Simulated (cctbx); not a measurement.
# CaCdIn4 with cctbx, script by script

Library: cctbx 2025.11. The data are simulated by the first script.

## 1. Simulate the data

run.py:

```python
from cctbx import adptbx, crystal, miller, sgtbx, xray
from cctbx.array_family import flex
from iotbx.shelx import hklf
from scitbx import matrix
import scitbx.random

cs = crystal.symmetry(unit_cell=(16.891, 4.536, 7.336, 90, 91.32, 90), space_group_symbol='Hall: C -2y')  # Cm
atoms = [  # label, site, U (iso, or U11 U22 U33 U12 U13 U23 in A^2), occupancy
    ("In1", (0.0004, 0, 0.0036), (0.0098, 0.0059, 0.0176, 0.0000, 0.0035, 0.0000), 1),
    ("In2", (0.3134, 0.5, 0.5459), (0.0045, 0.0108, 0.0044, 0.0000, 0.0001, 0.0000), 1),
    ("In3", (0.1811, 0, 0.0418), (0.0228, 0.0108, 0.0248, 0.0000, -0.0019, 0.0000), 1),
    ("In4", (0.422, 0, 0.7555), (0.0057, 0.0097, 0.0089, 0.0000, 0.0016, 0.0000), 1),
    ("In5", (0.4998, 0.5, 0.5022), (0.0236, 0.0174, 0.0295, 0.0000, 0.0054, 0.0000), 1),
    ("In6", (0.1875, 0, 0.465), (0.0142, 0.0167, 0.0143, 0.0000, -0.0007, 0.0000), 1),
    ("In7", (0.0688, 0.5, 0.248), (0.0114, 0.0159, 0.0183, 0.0000, 0.0024, 0.0000), 1),
    ("In8", (0.314, 0.5, 0.9576), (0.0246, 0.0309, 0.0238, 0.0000, 0.0040, 0.0000), 1),
    ("Cd1", (0.2777, 0, 0.7549), (0.0199, 0.0203, 0.0202, 0.0000, -0.0006, 0.0000), 1),
    ("Cd2", (0.2268, 0.5, 0.2547), (0.0110, 0.0066, 0.0092, 0.0000, 0.0029, 0.0000), 1),
    ("Ca1", (0.1278, 0.5, 0.7533), (0.0065, 0.0391, 0.0119, 0.0000, -0.0026, 0.0000), 1),
    ("Ca2", (0.3785, 0, 0.2479), (0.0112, 0.0098, 0.0097, 0.0000, 0.0016, 0.0000), 1),
]
xs = xray.structure(crystal_symmetry=cs)
for label, site, u, occ in atoms:
    u = adptbx.u_cif_as_u_star(cs.unit_cell(), u) if isinstance(u, tuple) else u
    xs.add_scatterer(xray.scatterer(label, site=site, u=u, occupancy=occ))
xs.set_inelastic_form_factors(0.71073, "sasaki")
xs.show_summary()
p1 = xs.expand_to_p1()
ms = miller.build_set(p1, anomalous_flag=True, d_min=0.84)
flex.set_random_seed(234390)
scitbx.random.set_random_seed(234390)
ms = ms.select(flex.random_double(ms.size()) < 0.8)
i = ms.structure_factors_from_scatterers(p1, algorithm="direct").f_calc().as_intensity_array().data()
i = i / flex.sqrt(1 + 0.3 * i / flex.max(i))  # extinction
i = i * 5000 / flex.max(i)
sig = flex.sqrt(i + flex.pow2(0.03 * i) + 15 ** 2)
noise = scitbx.random.variate(scitbx.random.normal_distribution())(i.size())
data = ms.array(data=i + sig * noise, sigmas=sig).set_observation_type_xray_intensity()
with open("data.hkl", "w") as f:
    data.export_as_shelx_hklf(f)
print("reflections written:", data.size(), " <I/sigma> = %.1f" % flex.mean(data.data() / data.sigmas()))
for h, a, b in list(data.sort("data"))[:12]:
    print("%4d%4d%4d %9.1f %7.1f" % (h + (a, b)))
```

```console
$ python run.py
```

```text
Number of scatterers: 12
At special positions: 12
Unit cell: (16.891, 4.536, 7.336, 90, 91.32, 90)
Space group: C 1 m 1 (No. 8)
reflections written: 3210  <I/sigma> = 3.4
   0  -2   0    5056.1   166.5
   0   2   0    4895.6   166.5
   6   0  -2    2869.7    96.6
   6   0   2    2814.2    94.8
   0   0  -4    2761.4    99.1
   0   0   4    2608.6    99.1
  -6   0  -2    2597.9    94.7
  -6   0   2    2465.1    96.6
   5  -1   0    2097.6    76.1
   0  -2   4    2080.9    75.2
   0   2   4    2064.7    75.2
  -1   1  -2    2049.8    76.8
```

It took 0.26 s on 1 thread of Arm Neoverse V2, on a shared host, peak memory 0.07 GiB.

## 2. Refinement (right model, isotropic)

run.py:

```python
import math
from cctbx import adptbx, crystal, maptbx, sgtbx, xray
from cctbx.array_family import flex
from cctbx.xray import observations
from iotbx.shelx import hklf
from scitbx.lstbx import normal_eqns_solving
from smtbx import absolute_structure, utils
from smtbx.refinement import constraints, least_squares

cs = crystal.symmetry(unit_cell=(16.891, 4.536, 7.336, 90, 91.32, 90), space_group_symbol='Hall: C -2y')  # Cm
atoms = [  # label, site, U (iso, or U11 U22 U33 U12 U13 U23 in A^2), occupancy
    ("In1", (-0.0004, 0, 0.0044), 0.0200, 1),
    ("In2", (0.3155, 0.5, 0.5433), 0.0200, 1),
    ("In3", (0.1852, 0, 0.0374), 0.0200, 1),
    ("In4", (0.4253, 0, 0.7506), 0.0200, 1),
    ("In5", (0.5018, 0.5, 0.5186), 0.0200, 1),
    ("In6", (0.1906, 0, 0.4626), 0.0200, 1),
    ("In7", (0.0706, 0.5, 0.2489), 0.0200, 1),
    ("In8", (0.3131, 0.5, 0.9513), 0.0200, 1),
    ("Cd1", (0.2779, 0, 0.7567), 0.0200, 1),
    ("Cd2", (0.2255, 0.5, 0.2601), 0.0200, 1),
    ("Ca1", (0.1289, 0.5, 0.7466), 0.0200, 1),
    ("Ca2", (0.3793, 0, 0.2478), 0.0200, 1),
]
xs = xray.structure(crystal_symmetry=cs)
for label, site, u, occ in atoms:
    u = adptbx.u_cif_as_u_star(cs.unit_cell(), u) if isinstance(u, tuple) else u
    xs.add_scatterer(xray.scatterer(label, site=site, u=u, occupancy=occ))
xs.set_inelastic_form_factors(0.71073, "sasaki")
raw = hklf.reader(file_name="data.hkl").as_miller_arrays(crystal_symmetry=cs, anomalous=True)[0]
merged = raw.eliminate_sys_absent().merge_equivalents()
fo2 = merged.array().set_observation_type_xray_intensity()
print("Rint %.3f, %d unique reflections to %.2f A" % (merged.r_int(), fo2.size(), fo2.d_min()))
for sc in xs.scatterers():
    sc.flags.set_grad_site(True)
    sc.flags.set_grad_u_aniso(sc.flags.use_u_aniso())
    sc.flags.set_grad_u_iso(sc.flags.use_u_iso())
obs = fo2.as_xray_observations()
extra = {}
rep = constraints.reparametrisation(xs, [], utils.connectivity_table(xs), **extra)
ls = least_squares.crystallographic_ls(obs, rep, weighting_scheme=least_squares.mainstream_shelx_weighting(a=0, b=0))
print("cycle     R1     wR2    GooF  max shift (A)")
for cycle in range(8):
    ls.build_up()
    r1, wr2, goof = ls.r1_factor(cutoff_factor=2)[0], ls.wR2(), ls.goof()
    old = xs.sites_cart()
    normal_eqns_solving.levenberg_marquardt_iterations(ls, n_max_iterations=3, tau=1e-06, step_threshold=1e-7)
    big = flex.max((xs.sites_cart() - old).norms())
    print("%4d %7.4f %7.4f %7.3f %9.5f" % (cycle + 1, r1, wr2, goof, big))
    ls.build_up(objective_only=True)
    if abs(ls.wR2() - wr2) < 5e-5 and big < 5e-4:
        break
ls.build_up()
print("final R1 %.4f wR2 %.4f GooF %.3f  parameters %d  data/parameter %.1f" % (ls.r1_factor(cutoff_factor=2)[0], ls.wR2(), ls.goof(), ls.n_parameters, fo2.size() / ls.n_parameters))
cov = ls.covariance_matrix_and_annotations()
su = dict(zip(cov.annotations, (math.sqrt(max(v, 0)) for v in cov.matrix.matrix_packed_u_diagonal())))
a2 = cs.unit_cell().reciprocal_parameters()[0] ** -2
print("atom        x        y        z      Ueq    occ   su(xyz)  su(Uiso or U11)")
for sc in xs.scatterers():
    s = max(su.get(sc.label + k, 0) for k in (".x", ".y", ".z"))
    npd = "" if sc.is_positive_definite_u(cs.unit_cell()) else "  NPD"
    print("%-5s %8.5f %8.5f %8.5f %8.4f %6.3f %8.5f %7.4f%s" % ((sc.label,) + sc.site + (sc.u_iso_or_equiv(cs.unit_cell()), sc.occupancy, s, su.get(sc.label + ".uiso", su.get(sc.label + ".u11", 0) * a2), npd)))
fo = fo2.f_sq_as_f()
fc = fo.structure_factors_from_scatterers(xs, algorithm="direct").f_calc()
diff = fo.f_obs_minus_f_calc(1 / math.sqrt(ls.scale_factor()), fc).average_bijvoet_mates()
m = diff.fft_map(symmetry_flags=maptbx.use_space_group_symmetry, resolution_factor=0.25).apply_volume_scaling()
print("difference map: max %.2f min %.2f rms %.2f" % (m.statistics().max(), m.statistics().min(), m.statistics().sigma()))
peaks = m.peak_search(parameters=maptbx.peak_search_parameters(min_distance_sym_equiv=0.6, max_clusters=6)).all()
near = xs.closest_distances(peaks.sites(), distance_cutoff=4)
sps = cs.special_position_settings(min_distance_sym_equiv=0.5)
for k, (x, h) in enumerate(zip(peaks.sites(), peaks.heights())):
    ss = sps.site_symmetry(x)
    print("Q%-3d %7.4f %7.4f %7.4f %4d %7.2f  %.2f A from %s" % ((k + 1,) + tuple(t % 1 for t in ss.exact_site()) + (ss.multiplicity(), h, near.smallest_distances[k], xs.scatterers()[near.i_seqs[k]].label)))
```

```console
$ python run.py
```

```text
Rint 0.058, 1053 unique reflections to 0.84 A
cycle     R1     wR2    GooF  max shift (A)
   1  0.1012  0.1911   2.114   0.06159
   2  0.0512  0.1010   1.116   0.01510
   3  0.0510  0.1005   1.112   0.00861
   4  0.0510  0.1005   1.111   0.00434
   5  0.0510  0.1005   1.111   0.00217
   6  0.0510  0.1005   1.111   0.00111
   7  0.0510  0.1005   1.111   0.00058
   8  0.0510  0.1005   1.111   0.00032
final R1 0.0510 wR2 0.1005 GooF 1.111  parameters 36  data/parameter 29.2
atom        x        y        z      Ueq    occ   su(xyz)  su(Uiso or U11)
In1    0.00178  0.00000 -0.00495   0.0091  1.000  0.00095  0.0006
In2    0.31425  0.50000  0.54459   0.0097  1.000  0.00088  0.0013
In3    0.18212  0.00000  0.04451   0.0159  1.000  0.00092  0.0014
In4    0.42359  0.00000  0.75538   0.0110  1.000  0.00081  0.0013
In5    0.50221  0.50000  0.51166   0.0216  1.000  0.00116  0.0008
In6    0.18849  0.00000  0.46362   0.0096  1.000  0.00086  0.0013
In7    0.07080  0.50000  0.24806   0.0110  1.000  0.00079  0.0014
In8    0.31449  0.50000  0.96036   0.0278  1.000  0.00113  0.0018
Cd1    0.27963  0.00000  0.75355   0.0219  1.000  0.00089  0.0017
Cd2    0.22803  0.50000  0.25424   0.0054  1.000  0.00065  0.0012
Ca1    0.12847  0.50000  0.75638   0.0191  1.000  0.00279  0.0045
Ca2    0.37909  0.00000  0.25320   0.0118  1.000  0.00255  0.0038
difference map: max 5.78 min -4.67 rms 0.83
Q1    0.4909  0.5000  0.4449    2    5.82  0.52 A from In5
Q2    0.0083  0.0000  0.0629    2    4.55  0.51 A from In1
Q3    0.1809  0.0000  0.9579    2    3.92  0.63 A from In3
Q4    0.4656  0.0000  0.4506    2    3.73  2.03 A from Ca2
Q5    0.4227  0.5000  0.4495    2    3.72  1.41 A from In5
Q6    0.2464  0.5000  0.3129    2    3.33  0.52 A from Cd2
```

Time: 0.79 s.

## 3. Refinement (right model, anisotropic)

run.py, as its changes from the last script of this kind:

```diff
@@ -12,12 +12,12 @@
-    ("In1", (-0.0004, 0, 0.0044), 0.0200, 1),
-    ("In2", (0.3155, 0.5, 0.5433), 0.0200, 1),
-    ("In3", (0.1852, 0, 0.0374), 0.0200, 1),
-    ("In4", (0.4253, 0, 0.7506), 0.0200, 1),
-    ("In5", (0.5018, 0.5, 0.5186), 0.0200, 1),
-    ("In6", (0.1906, 0, 0.4626), 0.0200, 1),
-    ("In7", (0.0706, 0.5, 0.2489), 0.0200, 1),
-    ("In8", (0.3131, 0.5, 0.9513), 0.0200, 1),
-    ("Cd1", (0.2779, 0, 0.7567), 0.0200, 1),
-    ("Cd2", (0.2255, 0.5, 0.2601), 0.0200, 1),
-    ("Ca1", (0.1289, 0.5, 0.7466), 0.0200, 1),
-    ("Ca2", (0.3793, 0, 0.2478), 0.0200, 1),
+    ("In1", (0.00178, 0, -0.00495), 0.0091, 1),
+    ("In2", (0.31425, 0.5, 0.54459), 0.0097, 1),
+    ("In3", (0.18212, 0, 0.04451), 0.0159, 1),
+    ("In4", (0.42359, 0, 0.75538), 0.0110, 1),
+    ("In5", (0.50221, 0.5, 0.51166), 0.0216, 1),
+    ("In6", (0.18849, 0, 0.46362), 0.0096, 1),
+    ("In7", (0.0708, 0.5, 0.24806), 0.0110, 1),
+    ("In8", (0.31449, 0.5, 0.96036), 0.0278, 1),
+    ("Cd1", (0.27963, 0, 0.75355), 0.0219, 1),
+    ("Cd2", (0.22803, 0.5, 0.25424), 0.0054, 1),
+    ("Ca1", (0.12847, 0.5, 0.75638), 0.0191, 1),
+    ("Ca2", (0.37909, 0, 0.2532), 0.0118, 1),
@@ -29,0 +30 @@
+xs.convert_to_anisotropic()
@@ -62,0 +64,4 @@
+fc = fo2.structure_factors_from_scatterers(xs, algorithm="direct").f_calc()
+absolute_structure.flack_analysis(xs, fo2.as_xray_observations()).show()
+h = absolute_structure.hooft_analysis(fo2, fc, scale_factor=ls.scale_factor())
+print("Hooft y: %.3f(%.0f)  Bijvoet pairs: %d" % (h.hooft_y, 1000 * h.sigma_y, h.n_bijvoet_pairs))
```

```console
$ python run.py
```

```text
Rint 0.058, 1053 unique reflections to 0.84 A
cycle     R1     wR2    GooF  max shift (A)
   1  0.0511  0.1005   1.131   0.04283
   2  0.0446  0.0875   0.985   0.00661
   3  0.0447  0.0874   0.985   0.00370
   4  0.0447  0.0874   0.984   0.00237
   5  0.0447  0.0874   0.984   0.00159
   6  0.0447  0.0874   0.984   0.00111
   7  0.0447  0.0874   0.984   0.00078
   8  0.0447  0.0874   0.984   0.00056
final R1 0.0447 wR2 0.0874 GooF 0.984  parameters 72  data/parameter 14.6
atom        x        y        z      Ueq    occ   su(xyz)  su(Uiso or U11)
In1    0.00190  0.00000  0.00100   0.0108  1.000  0.00157  0.0011
In2    0.31451  0.50000  0.54480   0.0100  1.000  0.00087  0.0024
In3    0.18209  0.00000  0.04053   0.0196  1.000  0.00112  0.0026
In4    0.42344  0.00000  0.75855   0.0097  1.000  0.00091  0.0020
In5    0.50078  0.50000  0.50530   0.0233  1.000  0.00186  0.0013
In6    0.18864  0.00000  0.46381   0.0093  1.000  0.00081  0.0023
In7    0.07041  0.50000  0.25157   0.0111  1.000  0.00098  0.0023
In8    0.31468  0.50000  0.95678   0.0238  1.000  0.00113  0.0030
Cd1    0.28010  0.00000  0.75426   0.0209  1.000  0.00111  0.0024
Cd2    0.22841  0.50000  0.25537   0.0059  1.000  0.00085  0.0021
Ca1    0.13012  0.50000  0.75407   0.0157  1.000  0.00247  0.0069
Ca2    0.38028  0.00000  0.25025   0.0132  1.000  0.00282  0.0048  NPD
Flack x: -1.5(10)
Hooft y: -2.024(1091)  Bijvoet pairs: 486
difference map: max 2.91 min -3.25 rms 0.68
Q1    0.0612  0.5000  0.8919    2    2.97  1.56 A from Ca1
Q2    0.0221  0.5000  0.1613    2    2.94  1.04 A from In7
Q3    0.4043  0.0000  0.3874    2    2.74  1.08 A from Ca2
Q4    0.4629  0.0000  0.4511    2    2.69  2.01 A from Ca2
Q5    0.0331  0.5000  0.3861    2    2.55  1.18 A from In7
Q6    0.4264  0.5000  0.4434    2    2.37  1.33 A from In5
```

Time: 0.83 s.

## 4. Refinement

run.py, as its changes from the last script of this kind:

```diff
@@ -23,0 +24 @@
+    ("Ca3", (0.304, 0.676, 0.452), 0.0300, 1),
@@ -30 +30,0 @@
-xs.convert_to_anisotropic()
@@ -44 +44 @@
-for cycle in range(8):
+for cycle in range(12):
@@ -64,4 +63,0 @@
-fc = fo2.structure_factors_from_scatterers(xs, algorithm="direct").f_calc()
-absolute_structure.flack_analysis(xs, fo2.as_xray_observations()).show()
-h = absolute_structure.hooft_analysis(fo2, fc, scale_factor=ls.scale_factor())
-print("Hooft y: %.3f(%.0f)  Bijvoet pairs: %d" % (h.hooft_y, 1000 * h.sigma_y, h.n_bijvoet_pairs))
```

```console
$ python run.py
```

```text
Rint 0.058, 1053 unique reflections to 0.84 A
cycle     R1     wR2    GooF  max shift (A)
   1  0.0934  0.1880   2.084   0.09354
   2  0.0637  0.1339   1.484   0.16036
   3  0.0590  0.1225   1.358   0.14129
   4  0.0576  0.1183   1.311   0.12296
   5  0.0567  0.1158   1.283   0.12736
   6  0.0559  0.1137   1.260   0.14978
   7  0.0555  0.1117   1.237   0.17625
   8  0.0548  0.1095   1.213   0.17538
   9  0.0540  0.1076   1.192   0.13472
  10  0.0535  0.1064   1.179   0.08547
  11  0.0531  0.1057   1.172   0.05093
  12  0.0530  0.1054   1.168   0.03146
final R1 0.0528 wR2 0.1051 GooF 1.165  parameters 40  data/parameter 26.3
atom        x        y        z      Ueq    occ   su(xyz)  su(Uiso or U11)
In1    0.00058  0.00000 -0.00474   0.0091  1.000  0.00101  0.0006
In2    0.31301  0.50000  0.54463   0.0096  1.000  0.00092  0.0013
In3    0.18072  0.00000  0.04513   0.0156  1.000  0.00096  0.0015
In4    0.42241  0.00000  0.75494   0.0109  1.000  0.00085  0.0014
In5    0.50090  0.50000  0.51199   0.0216  1.000  0.00121  0.0008
In6    0.18724  0.00000  0.46378   0.0097  1.000  0.00091  0.0013
In7    0.06960  0.50000  0.24773   0.0111  1.000  0.00084  0.0014
In8    0.31303  0.50000  0.96099   0.0280  1.000  0.00119  0.0019
Cd1    0.27834  0.00000  0.75329   0.0219  1.000  0.00093  0.0017
Cd2    0.22678  0.50000  0.25395   0.0054  1.000  0.00069  0.0012
Ca1    0.12710  0.50000  0.75652   0.0185  1.000  0.00288  0.0047
Ca2    0.37778  0.00000  0.25323   0.0121  1.000  0.00269  0.0041
Ca3    0.38283  0.72722  0.44765   0.2943  1.000  0.01046  0.0282
difference map: max 6.07 min -4.63 rms 0.89
Q1    0.4898  0.5000  0.4439    2    6.08  0.53 A from In5
Q2    0.0081  0.0000  0.0637    2    4.46  0.51 A from In1
Q3    0.4647  0.0000  0.4472    2    4.08  1.86 A from Ca3
Q4    0.1785  0.0000  0.9608    2    4.00  0.62 A from In3
Q5    0.4224  0.5000  0.4476    2    3.49  1.23 A from Ca3
Q6    0.0667  0.5000  0.8973    2    3.35  1.47 A from Ca1
```

Time: 1 s.

This run holds a fault made on purpose: spurious atom: Ca3.

## 5. Refinement

run.py, as its changes from the last script of this kind:

```diff
@@ -15,6 +15,6 @@
-    ("In4", (0.42359, 0, 0.75538), 0.0110, 1),
-    ("In5", (0.50221, 0.5, 0.51166), 0.0216, 1),
-    ("In6", (0.18849, 0, 0.46362), 0.0096, 1),
-    ("In7", (0.0708, 0.5, 0.24806), 0.0110, 1),
-    ("In8", (0.31449, 0.5, 0.96036), 0.0278, 1),
-    ("Cd1", (0.27963, 0, 0.75355), 0.0219, 1),
+    ("Cd1", (0.42359, 0, 0.75538), 0.0110, 1),
+    ("In4", (0.50221, 0.5, 0.51166), 0.0216, 1),
+    ("In5", (0.18849, 0, 0.46362), 0.0096, 1),
+    ("In6", (0.0708, 0.5, 0.24806), 0.0110, 1),
+    ("In7", (0.31449, 0.5, 0.96036), 0.0278, 1),
+    ("In8", (0.27963, 0, 0.75355), 0.0219, 1),
@@ -24 +23,0 @@
-    ("Ca3", (0.304, 0.676, 0.452), 0.0300, 1),
@@ -30,0 +30 @@
+xs.convert_to_anisotropic()
```

```console
$ python run.py
```

```text
Rint 0.058, 1053 unique reflections to 0.84 A
cycle     R1     wR2    GooF  max shift (A)
   1  0.0512  0.1009   1.137   0.04023
   2  0.0447  0.0875   0.986   0.00576
   3  0.0447  0.0875   0.985   0.00246
   4  0.0447  0.0875   0.985   0.00110
   5  0.0448  0.0875   0.985   0.00057
   6  0.0448  0.0875   0.985   0.00030
final R1 0.0448 wR2 0.0875 GooF 0.985  parameters 72  data/parameter 14.6
atom        x        y        z      Ueq    occ   su(xyz)  su(Uiso or U11)
In1    0.00203  0.00000  0.00011   0.0108  1.000  0.00153  0.0011
In2    0.31452  0.50000  0.54494   0.0108  1.000  0.00089  0.0024
In3    0.18205  0.00000  0.04098   0.0191  1.000  0.00113  0.0026
Cd1    0.42339  0.00000  0.75816   0.0086  1.000  0.00093  0.0021
In4    0.50070  0.50000  0.50655   0.0231  1.000  0.00178  0.0013
In5    0.18863  0.00000  0.46382   0.0086  1.000  0.00079  0.0022
In6    0.07048  0.50000  0.25102   0.0108  1.000  0.00099  0.0022
In7    0.31464  0.50000  0.95713   0.0246  1.000  0.00117  0.0030
In8    0.28011  0.00000  0.75385   0.0229  1.000  0.00109  0.0025
Cd2    0.22845  0.50000  0.25512   0.0056  1.000  0.00083  0.0021
Ca1    0.12977  0.50000  0.75513   0.0161  1.000  0.00250  0.0070
Ca2    0.38010  0.00000  0.25138   0.0133  1.000  0.00283  0.0050  NPD
difference map: max 2.85 min -3.17 rms 0.68
Q1    0.4629  0.0000  0.4498    2    2.91  2.00 A from Ca2
Q2    0.0615  0.5000  0.8945    2    2.90  1.56 A from Ca1
Q3    0.0218  0.5000  0.1627    2    2.86  1.04 A from In6
Q4    0.4036  0.0000  0.3904    2    2.68  1.09 A from Ca2
Q5    0.0330  0.5000  0.3801    2    2.67  1.15 A from In6
Q6    0.0867  0.0000  0.5515    2    2.37  1.48 A from In4
```

Time: 0.7 s.

This run holds a fault made on purpose: elements exchanged: In8 is Cd and Cd1 is In.

[Logs are printed without paths, hosts, clocks, repeated set-up lines and the standing remarks that a program may print on its own settings, such as how far it seeks lower states.]
